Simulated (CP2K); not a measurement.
Consider 2-formylthiophene at its PBE geometry (Å).

```xyz
11

O     2.8681    1.0472    0.5569
C     2.1510    0.1655    0.0840
C     0.6965    0.1702    0.0988
C    -0.1520   -0.7927   -0.4341
C    -1.5183   -0.4762   -0.2579
C    -1.6878    0.7253    0.4060
S    -0.2011    1.4676    0.8165
H     2.5954   -0.7323   -0.4118
H     0.2179   -1.6883   -0.9308
H    -2.3455   -1.0934   -0.6008
H    -2.6243    1.2072    0.6731
```

Method: CP2K XAS_TDP, all-electron GAPW, PBEh(45%), aug-cc-pVDZ, TDA, no relativity.

Question: Where do the O K-edge lines lie, and how strong are they?

Leading lines: O1 526.13 eV. The leading line of an atom is its first one with 35 % of the strongest within 2.5 eV of its lowest line over the strength cut. 

The first six lines of each atom with a strength over 0.0015:

| atom | energy (eV) | states | strength, one atom |
| --- | --- | --- | --- |
| O1 (bonded to C) | 526.13 | 1 | 0.0411 |
|  | 531.43 | 1 | 0.0032 |
|  | 532.39 | 1 | 0.0019 |
|  | 533.02 | 1 | 0.0019 |
|  | 533.20 | 1 | 0.0020 |
|  | 534.40 | 1 | 0.0018 |

Lines are vertical, at one geometry, with no vibrational structure. Without a correction of the core level, line positions, and the gaps between valence and Rydberg lines, follow the share of exact exchange. At this level such K lines come out 3 to 6 eV under measured ones. These values hold no scalar relativity, about 0.4 eV for O 1s. Rydberg lines, and the discretised continuum above threshold, depend on the basis and the box.

[Banner, clock and machine lines of the logs are left out without a mark of their own.]

[Logs are printed without paths, hosts, clocks, repeated set-up lines and the standing remarks that a program may print on its own settings, such as how far it seeks lower states.]

[Hosts, paths, dates, database ids (printed as entryN), source tags and the programs' standing remarks are cut or masked in the printed files.]
